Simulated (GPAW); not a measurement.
# Work function of bcc Rb face by face (PBEsol, GPAW)

Does the work function of Rb follow how densely a face is packed?

All values are computed: GPAW 26.7.0, PBEsol, plane waves, scalar-relativistic unless marked; slabs or sheets with vacuum, the vacuum level from the planar mean of the electrostatic potential.

| face | atoms in the slab | top-layer atoms per Å² | work function (eV) |
| --- | --- | --- | --- |
| (100) | 6 | 0.032 | 2.16 |
| (110) | 4 | 0.045 | 2.28 |

The densest face listed is +0.12 eV against the most open one. That fits Smoluchowski's order, though a step this small is near the scatter of thin slabs: on an open face electrons flow from the ridges into the troughs, which leaves a dipole with its positive end outwards and lowers the barrier.

The slabs are 1×1 cuts on the parent's lattice, 11.9 to 14.0 Å between the outer relaxed layers. Two faces can't establish a trend.
